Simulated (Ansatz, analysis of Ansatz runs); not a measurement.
# Can an added hole hop between V atoms in VSeO4 (P2_1/c)?

Question: does an added hole stay on the V atom where it is started in VSeO4 (P2_1/c), and if so, how high is the barrier for a hop to another V site nearby? Model: a cell of 48 host atoms.

Calculated with Ansatz 0.2.0; plane-wave PAW DFT, PBEsol+U; relaxation of all atoms of a supercell at fixed charge in a uniform background; PAW set soft_1.

This is a report of a sequence of runs, with most program output left out.

**1. Set-up**

The cell holds 48 atoms: 8 V, 8 Se and 32 O. Its edges and angles: a = 7.759 Å, b = 9.864 Å, c = 8.017 Å, α = 90.0°, β = 99.4°, γ = 90.0°. It derives from VSeO4 (space group P2_1/c). Nearest the centre at fractional (0.242, 0.504, 0.196): O18 at 0.33 Å, V2 at 1.94 Å, V26 at 1.94 Å, O14 at 2.44 Å, O10 at 2.54 Å, O22 at 2.58 Å, O36 at 2.62 Å, O12 at 2.96 Å.

Hubbard terms: V d 4.5 eV. They were chosen, not fitted, to curb self-interaction in the shells named, the trial site's among them. The two sites are V2 and V26. The cell's shortest repeat is 7.8 Å. The host's moments were started antiferromagnetic in the unit cell, high spin; both sites carry the same spin direction.

**2. The cell without the carrier**

The neutral cell is relaxed first, from small random displacements, so that bond lengths and moments with the carrier can be set beside those of a relaxed cell without it.

Contents of neutral.relax/input.yaml:

```yaml
crystal:
  lattice:
    - [7.75944036, 0.0, -0.02813939]
    - [0.0, 9.86368493, 0.0]
    - [-1.28557589, 0.0, 7.91334729]
  atoms:
    - { symbol: V, position: [0.007728, 0.004356, 0.303904], spin: 1.0 }
    - { symbol: V, position: [0.492272, 0.504356, 0.196096], spin: 1.0 }
    - { symbol: V, position: [0.492271, 0.995644, 0.696096], spin: -1.0 }
    - { symbol: V, position: [0.007729, 0.495644, 0.803904], spin: -1.0 }
    - { symbol: Se, position: [0.09561, 0.790783, 0.035247] }
    - { symbol: Se, position: [0.40439, 0.290783, 0.464753] }
    - { symbol: Se, position: [0.404389, 0.209217, 0.964754] }
    - { symbol: Se, position: [0.095611, 0.709217, 0.535246] }
[... 36 atom lines left out ...]
    - { symbol: O, position: [0.936666, 0.885649, 0.101115] }
    - { symbol: O, position: [0.563334, 0.385649, 0.398885] }
    - { symbol: O, position: [0.563333, 0.114351, 0.898885] }
    - { symbol: O, position: [0.936667, 0.614351, 0.601115] }
basis:
  ecutwfc: 420
  xc_grid: 2
hamiltonian:
  xc: pbesol
  hubbard:
    sites: [{ species: V, l: d, u_eff: 4.5 }]
    projectors: ortho-atomic
  pseudopotentials: { kind: paw, azcp: { folder: soft_1 }, xc_functional: pbe }
kpoints:
  mp_grid: { grid: [1, 1, 1] }
magnetization:
  spin_polarized: true
  initial_magnetization: 0
  spin_locking: { lock_magnetization: hard }
scf:
  occupations: { method: fermi_dirac, width: 0.01 }
  max_iter: 120
  lower_state_search: "off"
output:
  forces: true
relax:
  f_tol: 0.02
  max_steps: 70
  random_displacement: { amplitude: 0.04, seed: 8312 }
checkpoint:
  write: "../neutral.relax.run"
  compress: false
  write_wavefunctions: true
  write_every: 100000
```

Run with:

```console
$ ansatz run input.yaml --threads 8 --pin off --max-ram 18841MiB --backend cpu --events-out ev --progress --plain --runs-dir out
```

The job ended after 26 s (8 threads of Arm Neoverse V2, shared host; peak memory 1.3 GiB; 3.1 min of CPU time).

The largest displacement from an ideal site is 0.141 Å.

**3. The hole on the first site**

The nearest neighbour or neighbours of the site start displaced and the site's starting moment is changed by the carrier's spin, since a carrier doesn't trap itself in the undistorted lattice.

Contents of A.relax/input.yaml:

```yaml
crystal:
  lattice:
    - [7.75944036, 0.0, -0.02813939]
    - [0.0, 9.86368493, 0.0]
    - [-1.28557589, 0.0, 7.91334729]
  atoms:
    - { symbol: V, position: [0.009494, 0.005241, 0.303971], spin: 1.0 }
    - { symbol: V, position: [0.491656, 0.505351, 0.195247] }
    - { symbol: V, position: [0.491749, 0.994972, 0.695331], spin: -1.0 }
    - { symbol: V, position: [0.009451, 0.494922, 0.803865], spin: -1.0 }
    - { symbol: Se, position: [0.093739, 0.79272, 0.033491] }
    - { symbol: Se, position: [0.407503, 0.292705, 0.465695] }
    - { symbol: Se, position: [0.407357, 0.207791, 0.96564] }
    - { symbol: Se, position: [0.093891, 0.707731, 0.533657] }
[... 36 atom lines left out ...]
    - { symbol: O, position: [0.934247, 0.888633, 0.095173] }
    - { symbol: O, position: [0.567, 0.388581, 0.403928] }
    - { symbol: O, position: [0.566783, 0.111787, 0.90403] }
    - { symbol: O, position: [0.93451, 0.611638, 0.59519] }
total_charge: 1
basis:
  ecutwfc: 420
  xc_grid: 2
hamiltonian:
  xc: pbesol
  hubbard:
    sites: [{ species: V, l: d, u_eff: 4.5 }]
    projectors: ortho-atomic
  pseudopotentials: { kind: paw, azcp: { folder: soft_1 }, xc_functional: pbe }
kpoints:
  mp_grid: { grid: [1, 1, 1] }
magnetization:
  spin_polarized: true
  initial_magnetization: -1
  spin_locking: { lock_magnetization: hard }
scf:
  occupations: { method: fermi_dirac, width: 0.01 }
  max_iter: 120
  lower_state_search: "off"
output:
  forces: true
relax:
  f_tol: 0.015
  max_steps: 70
  escape_saddle: false
checkpoint:
  write: "../A.relax.run"
  compress: false
  write_wavefunctions: true
  write_every: 100000
```

Run time: 45 s. Hardware: 8 threads; peak memory 1.3 GiB; 5.5 min of CPU time.

Relaxation path:

```
step  energy less that of the first step (eV)  largest force component (eV/Å)
   1                                   0.0000                          4.3765
   2                                  -0.2785                          2.0141
   3                                  -0.3792                          0.2719
   4                                  -0.3936                          0.1755
   5                                  -0.4006                          0.1449
   6                                  -0.4042                          0.0646
   7                                  -0.4053                          0.0192
   8                                  -0.4057                          0.0187
   9                                  -0.4032                          0.0805
  10                                  -0.4059                          0.0085
```

Relaxation step 9 was tried and not accepted.

The atoms that moved most (Å):

```
atom      dx      dy      dz  length
 O46   0.001   0.002  -0.121   0.121
 O13  -0.080  -0.007  -0.017   0.082
  V2   0.048  -0.021   0.045   0.069
 O16   0.057   0.015  -0.036   0.069
 O12   0.021  -0.037   0.050   0.066
 O34  -0.029   0.037   0.031   0.056
 V26  -0.053   0.004  -0.004   0.054
 O42  -0.048  -0.003  -0.018   0.051
```

The moves above count from the input, in which the site's nearest neighbours were already displaced; the distances below compare with the cell without the carrier.

Distances from V2 without and with the hole:

```
atom  without (Å)  with (Å)
 O18         1.63      1.60
 O38         1.94      1.85
 O46         2.04      1.88
 O12         1.99      1.97
 O34         2.06      2.02
```

The largest changes of the moments are -0.75 μB on V2, 0.12 μB on O18 and 0.01 μB on O12. The largest part sits on the chosen site.

**4. The hole on the second site**

The same start is made on the second site, to get the end of the hop.

Contents of B.relax/input.yaml:

```yaml
crystal:
  lattice:
    - [7.75944036, 0.0, -0.02813939]
    - [0.0, 9.86368493, 0.0]
    - [-1.28557589, 0.0, 7.91334729]
  atoms:
    - { symbol: V, position: [0.009494, 0.005241, 0.303971], spin: 1.0 }
    - { symbol: V, position: [0.491656, 0.505351, 0.195247], spin: 1.0 }
[... 7 atom lines left out ...]
    - { symbol: O, position: [0.011656, 0.372004, 0.00099] }
[... 3 atom lines left out ...]
    - { symbol: O, position: [0.060484, 0.660015, 0.316113] }
[... 3 atom lines left out ...]
    - { symbol: O, position: [0.284926, 0.478984, 0.200152] }
[... 3 atom lines left out ...]
    - { symbol: O, position: [0.066681, 0.3886, 0.404108] }
[... 3 atom lines left out ...]
    - { symbol: V, position: [0.99173, 0.505387, 0.195415] }
[... 21 atom lines left out ...]
    - { symbol: O, position: [0.93451, 0.611638, 0.59519] }
total_charge: 1
basis:
  ecutwfc: 420
  xc_grid: 2
hamiltonian:
  xc: pbesol
  hubbard:
    sites: [{ species: V, l: d, u_eff: 4.5 }]
    projectors: ortho-atomic
  pseudopotentials: { kind: paw, azcp: { folder: soft_1 }, xc_functional: pbe }
kpoints:
  mp_grid: { grid: [1, 1, 1] }
magnetization:
  spin_polarized: true
  initial_magnetization: -1
  spin_locking: { lock_magnetization: hard }
scf:
  occupations: { method: fermi_dirac, width: 0.01 }
  max_iter: 120
  lower_state_search: "off"
output:
  forces: true
relax:
  f_tol: 0.015
  max_steps: 70
  escape_saddle: false
checkpoint:
  write: "../B.relax.run"
  compress: false
  write_wavefunctions: true
  write_every: 100000
```

It took 44 s on 8 threads; peak memory 1.3 GiB.

Distances from V26 without and with the hole:

```
atom  without (Å)  with (Å)
 O42         1.63      1.60
 O14         1.94      1.85
 O22         2.04      1.88
 O36         1.99      1.97
 O10         2.06      2.02
```

The largest changes of the moments are -0.75 μB on V26, 0.12 μB on O42 and 0.01 μB on O36. The largest part sits on the chosen site.

**5. Points on the line between the two structures**

All atoms move on the straight line between the two relaxed structures, 2.52 amu^1/2 Å long in mass-weighted terms. Each point starts from the state of the point before, once from either end, so that both localised states can be followed; the midpoint is also started with the carrier shared.

Contents of A.x0500/input.yaml:

```yaml
crystal:
  lattice:
    - [7.75944036, 0.0, -0.02813939]
    - [0.0, 9.86368493, 0.0]
    - [-1.28557589, 0.0, 7.91334729]
  atoms:
    - { symbol: V, position: [0.008757, 0.004833, 0.302744], spin: 1.0 }
    - { symbol: V, position: [0.491803, 0.504476, 0.197934] }
[... 7 atom lines left out ...]
    - { symbol: O, position: [0.011651, 0.374607, 0.004154] }
[... 3 atom lines left out ...]
    - { symbol: O, position: [0.062096, 0.664322, 0.320555] }
[... 3 atom lines left out ...]
    - { symbol: O, position: [0.286354, 0.479049, 0.199134] }
[... 3 atom lines left out ...]
    - { symbol: O, position: [0.064932, 0.389325, 0.395205] }
[... 3 atom lines left out ...]
    - { symbol: V, position: [0.991846, 0.504524, 0.197962], spin: 1.0 }
[... 21 atom lines left out ...]
    - { symbol: O, position: [0.934594, 0.611266, 0.595083] }
total_charge: 1
basis:
  ecutwfc: 420
  xc_grid: 2
hamiltonian:
  xc: pbesol
  hubbard:
    sites: [{ species: V, l: d, u_eff: 4.5 }]
    projectors: ortho-atomic
  pseudopotentials: { kind: paw, azcp: { folder: soft_1 }, xc_functional: pbe }
kpoints:
  mp_grid: { grid: [1, 1, 1] }
magnetization:
  spin_polarized: true
  initial_magnetization: -1
  spin_locking: { lock_magnetization: hard }
scf:
  occupations: { method: fermi_dirac, width: 0.01 }
  max_iter: 120
  lower_state_search: "off"
output:
  forces: true
  eigenvalues: true
  eigenstates: { localisation: true }
  write_density: true
  write_potential: true
  volumetric_format: npy
checkpoint:
  read: "../A.x0375.run"
  write: "../A.x0500.run"
  compress: false
  write_wavefunctions: true
  write_every: 100000
```

The job ended after 7.2 s (8 threads; peak memory 1.2 GiB; 51 s of CPU time).

States next to the filling edge at the first k-point, on the run's own zero (eigenstates.tsv). The participation number counts the atoms that a state is spread over, of 48; bands count from 0.

```
spin  band  energy (eV)  occupation  participation  largest share on  share
down   206        5.984        1.00           13.2                V4   0.17
down   207        6.067        1.00           21.2               O22   0.10
down   208        6.154        1.00           23.4               O47   0.08
down   209        6.218        1.00           31.7               O48   0.06
down   210        6.332        1.00           11.9                V4   0.16
down   211        6.392        1.00           35.7               O36   0.06
down   212        7.685        0.00            1.8                V2   0.75
down   213        8.192        0.00            2.4                V2   0.62
down   214        8.342        0.00            2.3                V2   0.63
down   215        8.858        0.00            8.3                V3   0.23
down   216        9.043        0.00            4.6                V2   0.44
  up   205        6.076        1.00           26.9               O23   0.08
  up   206        6.092        1.00           13.3                V1   0.19
  up   207        6.104        1.00           28.7               O22   0.07
  up   208        6.223        1.00           27.9               O45   0.09
  up   209        6.375        1.00           31.8               O22   0.07
  up   210        6.613        1.00            5.4               V26   0.36
  up   211        7.734        0.00            1.7                V2   0.76
  up   212        8.210        0.00            2.5                V2   0.61
  up   213        8.365        0.00            2.3                V2   0.63
  up   214        9.012        0.00            4.4               V25   0.38
  up   215        9.121        0.00            3.4                V2   0.53
```

Under PBEsol+U (4.5 eV) at the zone centre alone, the highest filled state is spin up, spread over 5 of 48 atoms, and the lowest empty one, 1.07 eV above it, is spin down, spread over 2 of 48 atoms.

Spin density in the ac plane at fractional y = 0.504, through the centre, with atoms of V and O within 0.45 Å of it.

Values in units of 1e-1 e/Å³, 12 rows by 16 columns, each cell a mean:
```
-1.1 -0.7 -0.1  0.0  0.0  0.0  0.0 -0.3 -1.1 -0.7 -0.2  0.0  0.0  0.0  0.0 -0.3
-8.1 -2.7 -0.1  0.7  0.5  0.1 -0.1 -2.1 -8.1 -2.6 -0.1  0.7  0.6  0.1 -0.1 -1.8
-9.1 -1.3  0.3  1.5  0.7  0.1 -0.1 -4.0 -9.2 -1.2  0.3  1.7  0.8  0.1 -0.1 -3.7
-2.5 -0.5  0.0  0.2  0.1  0.0 -0.2 -1.9 -2.5 -0.5  0.0  0.2  0.1  0.0 -0.3 -1.8
-0.1  0.0  0.0  0.0  0.0  0.0  0.0 -0.1 -0.1  0.0  0.0  0.0  0.0  0.0  0.0 -0.1
 0.0  0.0  0.0  0.0  0.0  0.0  0.0  0.0  0.0  0.0  0.0  0.0  0.0  0.0  0.0  0.0
 0.0  0.0  0.0  0.0  0.0  0.0  0.0  0.0  0.0  0.0  0.0  0.0  0.0  0.0  0.0  0.0
 0.4  0.2  0.0  0.0  0.0  0.0  0.0  0.0  0.0  0.0  0.0  0.0  0.0  0.0  0.1  0.2
 5.3  1.0  0.1  0.0  0.0  0.0  0.0  0.0 -0.1 -0.1  0.0 -0.1 -0.3 -0.3  0.3  2.8
 7.9  0.5  0.0  0.0  0.0  0.0  0.0 -0.2 -0.2 -0.1  0.0 -0.2 -1.2 -0.7  0.3  6.3
 3.5  0.3  0.0  0.0  0.0  0.0  0.0 -0.1  0.0  0.0  0.0 -0.1 -0.3 -0.1  0.7  4.7
 0.2  0.0  0.0  0.0  0.0  0.0  0.0  0.0  0.0  0.0  0.0  0.0  0.0  0.0  0.2  0.4
```
Columns run along a (7.8 Å), rows up along c (8.0 Å). Atoms in or near the plane, at fractional coordinates: V at (0.49, 0.20), V at (0.01, 0.81), O at (0.29, 0.20), O at (0.22, 0.80), V at (0.99, 0.20), V at (0.51, 0.81), O at (0.79, 0.20), O at (0.72, 0.80).

Valence density in the ac plane at fractional y = 0.504, through the centre, with atoms of V and O within 0.45 Å of it. It is the smooth field of the valence electrons, not physical close to the nuclei.

Values in e/Å³, 12 rows by 16 columns, each cell a mean:
```
 0  0  0  0  0  0  0  0  0  0  0  0  0  0  0  0
 7  3  1  3  2  0  0  3  7  3  1  3  2  0  0  3
11  4  2  5  3  1  1  6 11  3  2  5  3  1  1  6
 1  0  1  1  0  0  0  1  1  0  1  1  0  0  0  1
 0  0  0  0  0  0  0  0  0  0  0  0  0  0  0  0
 0  0  0  0  0  0  0  0  0  0  0  0  0  0  0  0
 0  0  0  0  0  0  0  0  0  0  0  0  0  0  0  0
 0  0  0  0  0  0  0  0  0  0  0  0  0  0  0  0
 3  1  0  0  1  1  1  2  3  1  0  0  1  1  1  2
11  2  0  1  5  4  2 10 11  2  0  1  5  4  2 10
 2  0  0  1  1  1  1  3  2  0  0  1  1  1  1  3
 0  0  0  0  0  0  0  0  0  0  0  0  0  0  0  0
```
Columns run along a (7.8 Å), rows up along c (8.0 Å). Atoms in or near the plane, at fractional coordinates: V at (0.49, 0.20), V at (0.01, 0.81), O at (0.29, 0.20), O at (0.22, 0.80), V at (0.99, 0.20), V at (0.51, 0.81), O at (0.79, 0.20), O at (0.72, 0.80).

Electrostatic potential energy in the ac plane at fractional y = 0.504, through the centre, with atoms of V and O within 0.45 Å of it. With pseudopotentials it is smooth inside the atoms' cores, unlike the true potential.

Values in eV, 12 rows by 16 columns, each cell a mean:
```
  0   3   9  12  12  12   9   4   0   3   9  12  12  12  10   5
-32 -26  -6 -14  -9   8   0 -25 -32 -26  -6 -14  -9   8   0 -24
-34 -28 -19 -31 -19   6 -10 -34 -34 -28 -19 -31 -19   5 -10 -34
-11   1   7   4   9  10   3 -10 -11   1   7   3   9  10   3  -9
 10  11  12  13  13  12  11   9  10  11  12  13  13  12  11  10
 13  13  13  13  13  13  12  12  12  12  12  13  13  13  13  13
 13  12  13  13  13  13  12  12  12  12  12  13  13  13  13  13
  7   8  11  12  12  12  10   7   6   7  10  12  13  13  11   9
-24 -12   6   8  -4  -4  -2 -22 -27 -13   6   9  -2  -3  -1 -19
-34 -25   3  -7 -31 -27 -24 -36 -36 -25   3  -6 -30 -26 -23 -35
-20  -3   8   6  -3   1  -8 -25 -22  -3   9   7  -2   2  -7 -22
  7   9  11  12  12  11   8   5   6   9  11  13  13  12   9   7
```
Columns run along a (7.8 Å; values clipped at the 3rd and 97th percentile), rows up along c (8.0 Å). Atoms in or near the plane, at fractional coordinates: V at (0.49, 0.20), V at (0.01, 0.81), O at (0.29, 0.20), O at (0.22, 0.80), V at (0.99, 0.20), V at (0.51, 0.81), O at (0.79, 0.20), O at (0.72, 0.80).

Free energies from the first end:

```
started from  fraction  energy (eV)  moment change on V2 (μB)  on V26 (μB)
  first site         0        0.000                     -0.75        -0.01
  first site     0.125        0.015                     -0.75        -0.01
  first site      0.25        0.062                     -0.75        -0.02
  first site     0.375        0.140                     -0.75        -0.03
  first site       0.5        0.247                     -0.75        -0.03
  first site     0.625        0.386                     -0.76        -0.04
 second site     0.875        0.016                     -0.01        -0.75
 second site      0.75        0.063                     -0.02        -0.75
 second site     0.625        0.141                     -0.03        -0.75
 second site       0.5        0.249                     -0.03        -0.75
 second site     0.375        0.388                     -0.04        -0.76
      shared       0.5        0.247                     -0.75        -0.03
 second site         1        0.000                     -0.01        -0.75
```

**6. What came out**

```json
{
 "barrier forward": "0.25 eV",
 "barrier backward": "0.25 eV",
 "distance of the two sites without the carrier": "3.88 Å",
 "carrier at the midpoint": "on one site"
}
```

What this shows: On this line the hole must cross 0.25 eV to hop 3.88 Å; both ends have the same energy within 0.005 eV. At the midpoint the lowest state found keeps the carrier on one site. With an assumed attempt frequency of 1e13 per second the rate at 300 K would be 7e+08 per second for this barrier, if every crossing succeeded. A straight line need not be the lowest path, so the true barrier at this U can be lower, or higher if the ends can still break their symmetry. The second site lies about half a repeat away: the first meets it and its image at 3.88 and 3.88 Å, so the cell models a chain, and nothing is concluded on the coupling of a single pair. A shorter hop, 3.16 Å to V28 (opposite spin), was not computed. No run compares the localised hole with one spread in the band, so its binding is unknown and the barrier may exceed it. The magnetic order was assumed and need not be the ground state. The total moment is locked, so a carrier of the other spin direction was not tried. The program's search for lower electronic states was switched off in all runs, so that each state is followed; none is shown to be the lowest at its structure. No image-charge correction is applied; it nearly cancels along the line while the charge stays localised. Limits: sampling at the zone centre alone can move energies of charged and open-shell states by tenths of an eV or more in cells of this size; the images are only 7.8 Å apart; gap and trapping depend on the U chosen (V d 4.5 eV).

[Logs are printed without paths, hosts, clocks, repeated set-up lines and the standing remarks that a program may print on its own settings, such as how far it seeks lower states.]

[Hosts, paths, dates, database ids (printed as entryN), source tags and the programs' standing remarks are cut or masked in the printed files.]
